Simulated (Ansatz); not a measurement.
**What LaScSe3 (model cell, started as cubic perovskite with Sc in the octahedra) distorts into**

Which phase does LaScSe3 (model cell, started as cubic perovskite with Sc in the octahedra) fall into along its unstable mode, and how much energy does it gain?

Calculated with Ansatz 0.2.0; DFT PBE, scalar-relativistic, plane waves, PAW; PAW set soft_1.

The structure was built from a prototype and need not be the compound's stable phase.

## 1. The structure

Symmetry: Pm-3m, No. 221, cubic system. The conventional cell has a = 5.117 Å, b = 5.117 Å, c = 5.117 Å, α = 90.00°, β = 90.00°, γ = 90.00°. La has 12 Se at 3.62 Å nearest. Sc has 6 Se at 2.56 Å nearest. Se has 2 Sc at 2.56 Å and 4 La at 3.62 Å nearest. Farther neighbours and most contacts between anions are not listed.

## 2. Phonons on a q mesh

The cell comes from relaxations at this level that are not shown. Stability and thermal properties need the whole zone. Linear response on a 2×2×2 q mesh gives force constants as far as a supercell of that size would, and the tensors from the zone-centre run are typed in so that the long-range dipole term is interpolated apart.

input.yaml reads:

```yaml
crystal:
  lattice:
    - [5.1171789167, 0.0, 0.0]
    - [0.0, 5.1171789167, 0.0]
    - [0.0, 0.0, 5.1171789167]
  atoms:
    - { symbol: La, position: [0.0, 0.0, 0.0] }
    - { symbol: Sc, position: [0.5, 0.5, 0.5] }
    - { symbol: Se, position: [0.5, 0.5, 0.0] }
    - { symbol: Se, position: [0.5, 0.0, 0.5] }
    - { symbol: Se, position: [0.0, 0.5, 0.5] }
kpoints:
  mp_grid: { grid: [8, 8, 8] }
hamiltonian:
  xc: pbe
  pseudopotentials: { kind: paw, azcp: { folder: soft_1 } }
scf:
  occupations: { method: fixed }
output:
  eigenvalues: true
phonons:
  method: dfpt
  qmesh: [2, 2, 2]
  temperatures: { t_max: 1000, t_step: 50 }
  qpath:
    path:
      - [[0.0, 0.0, 0.0], [0.0, 0.5, 0.0], [0.5, 0.5, 0.0], [0.0, 0.0, 0.0], [0.5, 0.5, 0.5], [0.0, 0.5, 0.0]]
      - [[0.5, 0.5, 0.5], [0.5, 0.5, 0.0]]
    npoints: 10
  non_analytic_term:
    high_frequency_dielectric_tensor: [[13.5494, 0.0, 0.0], [0.0, 13.5494, 0.0], [0.0, 0.0, 13.5494]]
    born_effective_charges:
      - { species: La, tensor: [[5.6117, 0.0, 0.0], [0.0, 5.6117, 0.0], [0.0, 0.0, 5.6117]] }
      - { species: Sc, tensor: [[5.2518, 0.0, 0.0], [0.0, 5.2518, 0.0], [0.0, 0.0, 5.2518]] }
      - { species: Se, tensor: [[-3.1644, 0.0, 0.0], [0.0, -3.1644, 0.0], [0.0, 0.0, -4.5347]] }
      - { species: Se, tensor: [[-3.1644, 0.0, 0.0], [0.0, -4.5347, 0.0], [0.0, 0.0, -3.1644]] }
      - { species: Se, tensor: [[-4.5347, 0.0, 0.0], [0.0, -3.1644, 0.0], [0.0, 0.0, -3.1644]] }
    source: "zone-centre run at this cell"
```

Command:

```bash
$ ansatz run input.yaml --threads 4 --pin off --max-ram 16384MiB --backend cpu --events-out ev --progress --plain --runs-dir out
```

Numbers of over 12 decimals in the logs are rounded to 6 here.

The program printed:

```text
Engine: ansatz 0.2.0, aarch64-unknown-linux-gnu
Pseudopotentials: kind: paw
Pseudopotential: La, paw, valence charge 11, recommended cutoff 420 eV (normal), soft_1/La.paw.azcp
Pseudopotential: Sc, paw, valence charge 11, recommended cutoff 420 eV (normal), soft_1/Sc.paw.azcp
Pseudopotential: Se, paw, valence charge 16, recommended cutoff 420 eV (normal), soft_1/Se.paw.azcp
Functional definition: PBE
  parameter kappa = 0.804
  parameter beta = 0.066725
  exchange = pbe_x(kappa = kappa, mu = beta*pi^2/3)
  correlation = pbe_c(beta = beta)
Crystal: 5 atoms, lattice volume = 133.996 Å³
Basis set: ecut = 420 eV, 2601 PW (Γ), exchange–correlation on 72×72×72 points (8 copies of the dense FFT grid, shifted against one another)
Bands: 42, of which v1, the nominal top of the filled ones, is band 35 counted from 1 (34 counted from 0)
Symmetry: 48 space group operations
k-points: 35 of 512
Non-local potential: La, projectors of the file, l = 0: 3, l = 1: 2, l = 2: 2, l = 3: 3
Non-local potential: Sc, projectors of the file, l = 0: 3, l = 1: 2, l = 2: 3, l = 3: 1
Non-local potential: Se, projectors of the file, l = 0: 2, l = 1: 2, l = 2: 3, l = 3: 1
PAW form: soft (Blöchl's): semilocal exchange-correlation on the pseudo side does not see the compensation charge
PAW one-centre angular grid: La, 590 points (default); XC on 64 Gauss nodes
PAW one-centre angular grid: Sc, 590 points (default); XC on 64 Gauss nodes
PAW one-centre angular grid: Se, 590 points (default); XC on 64 Gauss nodes
Initial density: superposition of atomic densities (chi_scale 0.1, normalization cell, long waves kept (reshape's long-wave potential 0.00 eV rms))
Initial wavefunctions: pseudopotential atomic-orbital guess
Functional: x = pbe(κ = 0.804, μ = 0.219515), c = pbe(β = 0.066725)
SCF iter   1: F=—  HF=-24803.491826 eV  |F-HF|=—  |Δ(HF+E_count)|=         —  Δρ=1.24e-1  dr2=3.48e1  ethr=3.10e-3  ⟨swp⟩=2.9  Hψ=4003  notcnv=0  defer=87
preconditioner: auto → Resta (q_TF=auto, 2.448 Å⁻¹)  ε∞=20.9  [insulator: Δε(μ)=0.000 eV  Ē_g=3.526 eV  n_scr=26 (ndim 8)  ℏωp=15.7 eV  f_vac=0.000  ε∞_Penn≈20.9]
SCF iter   2: F=—  HF=-24803.003379 eV  |F-HF|=—  |Δ(HF+E_count)|=   4.88e-1  Δρ=5.37e-2  dr2=4.72e0  ethr=3.10e-3  ⟨swp⟩=5.0  Hψ=3981  notcnv=0  defer=115
SCF iter   3: F=—  HF=-24801.863160 eV  |F-HF|=—  |Δ(HF+E_count)|=    1.14e0  Δρ=3.68e-2  dr2=2.35e0  ethr=3.10e-3  ⟨swp⟩=3.1  Hψ=2421  notcnv=0  defer=125
SCF iter   4: F=—  HF=-24801.038972 eV  |F-HF|=—  |Δ(HF+E_count)|=   8.24e-1  Δρ=8.07e-3  dr2=1.04e-1  ethr=3.10e-3  ⟨swp⟩=3.5  Hψ=3473  notcnv=0  defer=39
SCF iter   5: F=—  HF=-24801.017564 eV  |F-HF|=—  |Δ(HF+E_count)|=   2.14e-2  Δρ=4.31e-3  dr2=3.43e-2  ethr=1.48e-4  ⟨swp⟩=3.1  Hψ=3014  notcnv=0  defer=144
SCF iter   6: F=—  HF=-24801.012597 eV  |F-HF|=—  |Δ(HF+E_count)|=   4.97e-3  Δρ=9.41e-4  dr2=3.92e-3  ethr=4.91e-5  ⟨swp⟩=3.8  Hψ=2555  notcnv=0  defer=167
SCF iter   7: F=—  HF=-24801.012201 eV  |F-HF|=—  |Δ(HF+E_count)|=   3.96e-4  Δρ=3.97e-4  dr2=5.84e-4  ethr=5.60e-6  ⟨swp⟩=2.6  Hψ=2666  notcnv=0  defer=170
SCF iter   8: F=—  HF=-24801.012331 eV  |F-HF|=—  |Δ(HF+E_count)|=   1.30e-4  Δρ=4.63e-4  dr2=3.96e-4  ethr=8.34e-7  ⟨swp⟩=2.7  Hψ=2776  notcnv=0  defer=162
SCF iter   9: F=—  HF=-24801.012258 eV  |F-HF|=—  |Δ(HF+E_count)|=   7.23e-5  Δρ=5.27e-5  dr2=6.44e-6  ethr=5.65e-7  ⟨swp⟩=2.7  Hψ=2254  notcnv=0  defer=159
SCF iter  10: F=—  HF=-24801.012262 eV  |F-HF|=—  |Δ(HF+E_count)|=   3.40e-6  Δρ=1.31e-5  dr2=3.96e-7  ethr=9.20e-9  ⟨swp⟩=2.1  Hψ=1829  notcnv=0  defer=114
SCF iter  11: F=—  HF=-24801.012262 eV  |F-HF|=—  |Δ(HF+E_count)|=   2.02e-7  Δρ=8.05e-6  dr2=1.85e-7  ethr=5.66e-10  ⟨swp⟩=2.1  Hψ=2168  notcnv=0  defer=99
SCF iter  12: F=—  HF=-24801.012262 eV  |F-HF|=—  |Δ(HF+E_count)|=   2.71e-8  Δρ=7.70e-7  dr2=8.40e-10  ethr=2.65e-10  ⟨swp⟩=2.1  Hψ=1989  notcnv=0  defer=104
SCF iter  13: F=—  HF=-24801.012262 eV  |F-HF|=—  |Δ(HF+E_count)|=  3.75e-10  Δρ=2.60e-7  dr2=1.05e-10  ethr=1.20e-12  ⟨swp⟩=2.2  Hψ=2651  notcnv=0  defer=103
SCF iter  14: F=-24801.012262 eV  HF=-24801.012262 eV  |F-HF|=7.28e-12  |Δ(HF+E_count)|=  3.64e-12  Δρ=4.90e-8  dr2=3.29e-12  ethr=1.00e-12  ⟨swp⟩=9.4  Hψ=9358  notcnv=0
SCF 1 converged in 14 iterations: F = -24801.012262 eV  dr2 = 3.29e-12
  greatest PAW one-centre occupation: 1.000 electrons in one spin orbital (limit 2), on the Se atom at site 3 (counted from 0), in its partial waves of l = 2
NSCF: frozen V_eff on 35 k-points
NSCF: frozen V_eff on 125 k-points
DFPT response loops at q = (0, 0, 0) (fractional): preconditioner auto → Resta (q_TF=auto, 2.448 Å⁻¹)  ε∞=8.8 (no band partly filled); β = 1.00, the filter's whole step (`scf.mixing.beta` (0.50) is not read by the response loops at its default; to damp them type it under 1.00, their step now; it binds the ground state too); Broyden in place of MSR1
NSCF: frozen V_eff on 250 k-points
DFPT response loops at q = (0, 0, -0.5) (fractional): mixed as the last ones told, above
NSCF: frozen V_eff on 250 k-points
DFPT response loops at q = (0, -0.5, -0.5) (fractional): mixed as the last ones told, above
NSCF: frozen V_eff on 250 k-points
DFPT response loops at q = (-0.5, -0.5, -0.5) (fractional): mixed as the last ones told, above
SCF converged after 14 iterations
Free energy (F): -24801.012262 eV
Harris-Foulkes:  -24801.012262 eV  (|F-HF|=7.28e-12)
Internal energy: -24801.012262 eV  (E = F + TS)
E sigma→0 (E₀):  -24801.012262 eV
Fermi energy:    8.930924 eV
--- Per-component energies (eV) ---
  E_band       = -1329.429308
  E_kinetic    = 723.055347
  E_local      = -9786.503627  (includes V_loc(G=0)·N_el)
  E_nonlocal   = -832.524469
  E_hartree    = 4950.205364
  E_xc         = -484.474622
  E_vxc        = -522.298565  (∫ρ·V_xc dr)
  E_paw        = -12798.801409  (= ΣΔE_a)
  E_vpaw       = -811.567562  (= ΣTr[D̂ρ^β])
  E_aug_tail   = -0.001086  (compensation charges beyond the density's cutoff)
  E_ewald      = -6571.967760
  E_smearing   = -0.000000  (= −TS)
  E_closure    = -0.000000  (closes the sum)
  Σ components = -24801.012262   (vs F -24801.012262, Δ=0.00e0)
--- Band table (eV; the first three rows and the last of 35) ---
  k-point 0: bands = [... 31 lower, 7.6254, 8.8314, 8.8314, 8.8314, 9.7128, 9.7128, 9.7128, 9.8221, ... 3 higher]
  k-point 1: bands = [... 31 lower, 7.4355, 8.3301, 8.6935, 8.6935, 9.7173, 9.8182, 9.8395, 9.8432, ... 3 higher]
  k-point 2: bands = [... 31 lower, 7.0617, 7.4093, 8.4848, 8.4848, 9.7228, 9.8107, 9.8454, 9.8622, ... 3 higher]
  k-point 34: bands = [... 31 lower, 6.3458, 8.9309, 8.9309, 8.9309, 9.8371, 9.8371, 9.8371, 9.9143, ... 3 higher]
--- Phonons (Γ-DFPT): 4 representative perturbations + reference (Σ response iterations 14) ---
  ASR residual: 1.345e-5 → 0.000e0 eV/Å²; symmetrization residual: 6.767e-6 eV/Å²
  ASR residual per site (eV/Å²): 1.34e-5 1.34e-5 1.18e-5 1.18e-5 1.18e-5
  Γ frequencies (cm⁻¹): -91.88 -91.88 -91.88 -82.43 -82.43 -82.43 0.00 0.00 0.00 56.47 56.47 56.47 296.86 296.86 296.86
--- Phonons (arbitrary-q DFPT): 4 irreducible q on the 2×2×2 mesh ---
  q = [0.0000, 0.0000, 0.0000] (star 1, of the zone-centre solve; hermiticity 1.01e-6, symmetrization 1.03e-11): -91.88 -91.88 -91.88 -82.43 -82.43 -82.43 -0.00 0.00 0.00 56.47 56.47 56.47 296.86 296.86 296.86
  q = [0.0000, 0.0000, -0.5000] (star 3, 9 solved perturbations in 975 linear systems a pass and spin channel, the states on 125 of 512 k-point pairs; hermiticity 7.15e-7, symmetrization 3.12e-9): -78.71 -78.71 -61.23 -61.23 -46.76 49.15 49.15 56.55 56.55 68.07 80.64 246.82 262.56 298.27 298.27
  q = [0.0000, -0.5000, -0.5000] (star 3, 9 solved perturbations in 975 linear systems a pass and spin channel, the states on 125 of 512 k-point pairs; hermiticity 1.09e-6, symmetrization 8.21e-9): -106.80 -86.32 -86.32 -46.18 21.88 21.88 60.34 67.16 67.16 103.51 215.52 257.99 264.69 264.69 299.37
  q = [-0.5000, -0.5000, -0.5000] (star 1, 4 solved perturbations in 350 linear systems a pass and spin channel, the states on 125 of 512 k-point pairs; hermiticity 6.22e-7, symmetrization 2.14e-8): -113.46 -113.46 -113.46 -80.80 -80.80 -80.80 96.83 96.83 96.83 210.03 210.03 268.00 268.00 268.00 268.58
  sum rule: each row above includes the acoustic sum rule's correction from the zone centre's row sums; it moved no ω² by more than (0.29 cm⁻¹)²
  mesh force constants: q→R imaginary residual 4.89e-18; ASR residual 1.345e-5 → 0.000e0 eV/Å²; symmetrization residual 1.776e-14 eV/Å²
  interpolated dispersion: 63 rows × 15 modes
  density of states and harmonic sums: on the 12×12×12 q-mesh, interpolated from the force constants of a 2×2×2 supercell (with the dipole–dipole term of supplied tensors)
  largest difference from the sums on the solved wave vectors: F 1.54e-1 eV, S 1.81e-4 and C_V 5.80e-5 eV/K
  zero-point energy: 0.096679 eV/cell   skipped modes (ω ≤ 0): 468, of them read as no rigid motion or as one in doubt: 465 (5.564e0 modes/cell left out, lowest -113.46 cm⁻¹)   left out of the sums: 3.71e-1 of the cell's modes: C_V's classical limit lies that fraction below 3 k_B per atom; for a crystal, a wire or a layer, F and S can be off by more, and a phonons.interpolated_qmesh denser along its periods is the remedy for the sampling
```

Elapsed: 8.8 min, on 4 threads of Arm Neoverse V1, shared host; peak memory 2.1 GiB.

The column dr2 measures how far the density is from self-consistency, as an energy; F and HF (Harris–Foulkes) agree once it is small.

This step gave:

- gap on the k-mesh: 0.7819 eV
- volume per atom: 26.80 Å³
- sum-rule residual before enforcement: 1.34e-5 eV/Å²
- lowest frequency on the path: -113.5 cm⁻¹
- point group: m-3m
- highest frequency on the path or at a solved wavevector: 332.6 cm⁻¹
- highest optical mode at the zone centre (no LO-TO term): 296.9 cm⁻¹
- lowest optical zone-centre mode: -91.88 cm⁻¹
- lowest mode on the q mesh (acoustic modes at Γ apart): -113.5 cm⁻¹

Frequencies (cm⁻¹) solved at each irreducible wavevector; negative means imaginary. Frequencies by wavevector, by row:

| q in reciprocal lattice units | star | mode 1 | mode 2 | mode 3 | mode 4 | mode 13 | mode 14 | mode 15 |
| --- | --- | --- | --- | --- | --- | --- | --- | --- |
| 0 0 0 | 1 | -91.9 | -91.9 | -91.9 | -82.4 | 296.9 | 296.9 | 296.9 |
| 0 0 -0.5 | 3 | -78.7 | -78.7 | -61.2 | -61.2 | 262.6 | 298.3 | 298.3 |
| 0 -0.5 -0.5 | 3 | -106.8 | -86.3 | -86.3 | -46.2 | 264.7 | 264.7 | 299.4 |
| -0.5 -0.5 -0.5 | 1 | -113.5 | -113.5 | -113.5 | -80.8 | 268 | 268 | 268.6 |

Interpolated from a 2×2×2 q mesh, with the LO-TO term (at Γ the limit along the path; where Γ stands inside the path, tables give the limit on arrival). Phonon branches along the path, in cm⁻¹:

| point | branch 1 | branch 2 | branch 3 | branch 4 | branch 12 | branch 13 | branch 14 | branch 15 |
| --- | --- | --- | --- | --- | --- | --- | --- | --- |
| Γ | -92 | -92 | -82 | -82 | 100 | 297 | 297 | 333 |
| halfway | -86 | -86 | -71 | -71 | 154 | 298 | 298 | 315 |
| X | -79 | -79 | -61 | -61 | 247 | 263 | 298 | 298 |
| halfway | -95 | -76 | -73 | -67 | 238 | 263 | 297 | 299 |
| M | -107 | -86 | -86 | -46 | 258 | 265 | 265 | 299 |
| halfway | -92 | -78 | -78 | -65 | 161 | 283 | 298 | 315 |
| Γ | -92 | -92 | -82 | -82 | 100 | 297 | 297 | 333 |
| halfway | -88 | -88 | -87 | -64 | 167 | 284 | 284 | 316 |
| R | -114 | -114 | -114 | -81 | 268 | 268 | 268 | 269 |
| halfway | -95 | -93 | -82 | -74 | 234 | 264 | 286 | 304 |
| X | -79 | -79 | -61 | -61 | 247 | 263 | 298 | 298 |
| jump to R | -114 | -114 | -114 | -81 | 268 | 268 | 268 | 269 |
| halfway | -110 | -96 | -96 | -72 | 250 | 266 | 266 | 297 |
| M | -107 | -86 | -86 | -46 | 258 | 265 | 265 | 299 |

Symmetry leaves 4 wavevectors to solve. The lowest mode among them, the acoustic zeros apart, lies at q = (-0.5, -0.5, -0.5) and is imaginary, 113.5i cm⁻¹, so the energy falls along it.

## 3. The mode frozen in, largest atomic shift 0 Å

The mode followed lies at q = (-0.5, -0.5, -0.5) with frequency 113.5i cm⁻¹ and is 3-fold degenerate, the softest among the wavevectors solved. At small amplitude the distorted cell has space group no. 74 by a symmetry search on the positions. The undistorted cell that holds it gives the zero of energy on the same k mesh.

System of this step: LaScSe3 (model cell, started as cubic perovskite with Sc in the octahedra). It takes space group Pm-3m (No. 221, cubic). Conventional cell: a = 5.117 Å, b = 5.117 Å, c = 5.117 Å, α = 90.00°, β = 90.00°, γ = 90.00°. Nearest to La lie 12 Se at 3.62 Å. Sc has 6 Se at 2.56 Å nearest. Nearest to Se lie 2 Sc at 2.56 Å and 4 La at 3.62 Å. Farther neighbours and most contacts between anions are not listed.

input.yaml reads:

```yaml
crystal:
  lattice:
    - [5.1171789167, 5.1171789167, 0.0]
    - [5.1171789167, 0.0, 5.1171789167]
    - [5.1171789167, 0.0, -5.1171789167]
  atoms:
    - { symbol: La, position: [0.0, 0.5, 0.5] }
    - { symbol: La, position: [0.0, 0.0, 0.0] }
    - { symbol: Sc, position: [0.5, 0.25, 0.75] }
    - { symbol: Sc, position: [0.5, 0.75, 0.25] }
    - { symbol: Se, position: [0.5, 0.5, 0.5] }
    - { symbol: Se, position: [0.5, 0.0, 0.0] }
    - { symbol: Se, position: [0.0, 0.0, 0.5] }
    - { symbol: Se, position: [0.0, 0.5, 0.0] }
    - { symbol: Se, position: [0.5, 0.5, 0.0] }
    - { symbol: Se, position: [0.5, 0.0, 0.5] }
kpoints:
  mp_grid: { grid: [6, 6, 6] }
hamiltonian:
  xc: pbe
  pseudopotentials: { kind: paw, azcp: { folder: soft_1 } }
scf:
  occupations: { method: gaussian, width: 0.02 }
output:
  forces: true
  stress: true
  eigenvalues: true
```

The program printed:

```text
[...]
Crystal: 10 atoms, lattice volume = 267.992 Å³
Basis set: ecut = 420 eV, 5209 PW (Γ), exchange–correlation on 100×100×100 points (8 copies of the dense FFT grid, shifted against one another)
Bands: 84, of which v1, the nominal top of the filled ones, is band 70 counted from 1 (69 counted from 0)
Symmetry: 96 space group operations
[...]
k-points: 16 of 216
[...]
k-point 0: bands = [... 66 lower, 8.8316, 8.9311, 8.9311, 8.9311, 9.7127, 9.7127, 9.7127, 9.8222, ... 10 higher]
  k-point 1: bands = [... 66 lower, 8.6343, 8.6514, 8.6514, 8.8251, 9.8055, 9.8055, 9.8096, 9.8334, ... 10 higher]
  k-point 2: bands = [... 66 lower, 8.2065, 8.2866, 8.2866, 8.5502, 9.8204, 9.8204, 9.8259, 9.8259, ... 10 higher]
  k-point 15: bands = [... 66 lower, 7.6226, 7.8295, 7.8602, 8.5096, 9.8105, 9.8160, 9.8353, 9.8357, ... 10 higher]
[key lines of the parts left out:]
SCF converged after 12 iterations
Free energy (F): -49602.023790 eV
Fermi energy:    9.321939 eV
P = ⅓ Tr σ = 0.0067 GPa (0.067 kbar)
```

Wall time 7.7 s (4 threads); peak memory 1 GiB; 29 s of CPU time.

Numbers from this step:

- pressure: 0.006748 GPa
- gap on the k-mesh: 0.7816 eV
- energy from the undistorted cell: 0 meV/atom

At this level the gap is 0.78 eV on the k-mesh of the self-consistent run, which can miss the band edges.

## 4. The mode frozen in, largest atomic shift 0.6 Å

The atoms are moved along the unstable eigenvector, the largest shift by 0.6 Å, with the cell fixed.

input.yaml, the sections that differ from step 3:

```yaml
crystal:
  lattice:
    - [5.1171789167, 5.1171789167, 0.0]
    - [5.1171789167, 0.0, 5.1171789167]
    - [5.1171789167, 0.0, -5.1171789167]
  atoms:
    - { symbol: La, position: [0.0, 0.5, 0.5] }
    - { symbol: La, position: [0.0, 0.0, 0.0] }
    - { symbol: Sc, position: [0.5, 0.25, 0.75] }
    - { symbol: Sc, position: [0.5, 0.75, 0.25] }
    - { symbol: Se, position: [0.5829097586, 0.4170902414, 0.4170902414] }
    - { symbol: Se, position: [0.4170902414, 0.0829097586, 0.0829097586] }
    - { symbol: Se, position: [0.0, -0.0414548793, 0.5414548793] }
    - { symbol: Se, position: [0.0, 0.5414548793, -0.0414548793] }
    - { symbol: Se, position: [0.5, 0.5414548793, -0.0414548793] }
    - { symbol: Se, position: [0.5, -0.0414548793, 0.5414548793] }
# kpoints, hamiltonian, scf, output: as in step 3
```

The program printed:

```text
[...]
Crystal: 10 atoms, lattice volume = 267.992 Å³
Basis set: ecut = 420 eV, 5209 PW (Γ), exchange–correlation on 100×100×100 points (8 copies of the dense FFT grid, shifted against one another)
Bands: 84, of which v1, the nominal top of the filled ones, is band 70 counted from 1 (69 counted from 0)
Symmetry: 8 space group operations
[...]
k-points: 46 of 216
[...]
k-point 0: bands = [... 66 lower, 8.2255, 8.3041, 8.5191, 8.6806, 9.8046, 9.8520, 10.0431, 10.0546, ... 10 higher]
  k-point 1: bands = [... 66 lower, 7.9959, 8.2602, 8.3483, 8.5088, 9.8889, 9.9644, 10.0486, 10.0575, ... 10 higher]
  k-point 2: bands = [... 66 lower, 7.9062, 8.0558, 8.1846, 8.3038, 9.9954, 10.0295, 10.0389, 10.0744, ... 10 higher]
  k-point 45: bands = [... 66 lower, 7.5757, 7.7491, 7.7912, 8.1047, 10.0214, 10.0403, 10.0604, 10.0719, ... 10 higher]
[key lines of the parts left out:]
SCF converged after 12 iterations
Free energy (F): -49603.763687 eV
Fermi energy:    9.242600 eV
P = ⅓ Tr σ = -0.4899 GPa (-4.899 kbar)
```

Wall time 22 s (4 threads); peak memory 1.3 GiB; 88 s of CPU time.

Numbers from this step:

* pressure: -0.4899 GPa
* gap on the k-mesh: 1.124 eV
* energy from the undistorted cell: -174.0 meV/atom

The energy, extrapolated to zero smearing, is -173.99 meV/atom against the undistorted cell.

The run ends at a pressure of -0.49 GPa, with forces up to 0.77 eV/Å.

## 5. Energy along the mode, all amplitudes (two of the runs are shown above)

An imaginary frequency means negative curvature, so the energy should fall and then rise again as anharmonic terms take over.

Numbers from this step:

| Item | Value |
| --- | --- |
| depth at the lowest point sampled | 174.0 meV/atom |
| largest atomic shift at that point | 0.6 Å |

The energy from the parent by largest atomic shift:

| largest atomic shift (Å) | energy from the parent (meV/atom) |
| --- | --- |
| 0.000 | 0 |
| 0.040 | -1.19 |
| 0.080 | -4.74 |
| 0.140 | -14.2 |
| 0.220 | -33.7 |
| 0.320 | -66.4 |
| 0.450 | -117 |
| 0.600 | -174 |

Displacement at unit largest shift by atom:

| atom | x (Å) | y (Å) | z (Å) | size |
| --- | --- | --- | --- | --- |
| La1 | 0.000 | 0.000 | 0.000 | 0.000 |
| La2 | 0.000 | 0.000 | 0.000 | 0.000 |
| Sc3 | 0.000 | 0.000 | 0.000 | 0.000 |
| Sc4 | 0.000 | 0.000 | 0.000 | 0.000 |
| Se5 | -0.707 | 0.707 | 0.000 | 1.000 |
| Se6 | 0.707 | -0.707 | 0.000 | 1.000 |
| Se7 | 0.000 | 0.000 | -0.707 | 0.707 |
| Se8 | 0.000 | 0.000 | 0.707 | 0.707 |
| Se9 | 0.000 | 0.000 | 0.707 | 0.707 |
| Se10 | 0.000 | 0.000 | -0.707 | 0.707 |

The lowest of the steps tried is the last one, at 0.6 Å, 174 meV/atom below the parent; the bottom of the well need not coincide with a step.

(Part 1 of 2 ends here.)

[Logs are printed without paths, hosts, clocks, repeated set-up lines and the standing remarks that a program may print on its own settings, such as how far it seeks lower states.]

[Hosts, paths, dates, database ids (printed as entryN), source tags and the programs' standing remarks are cut or masked in the printed files.]
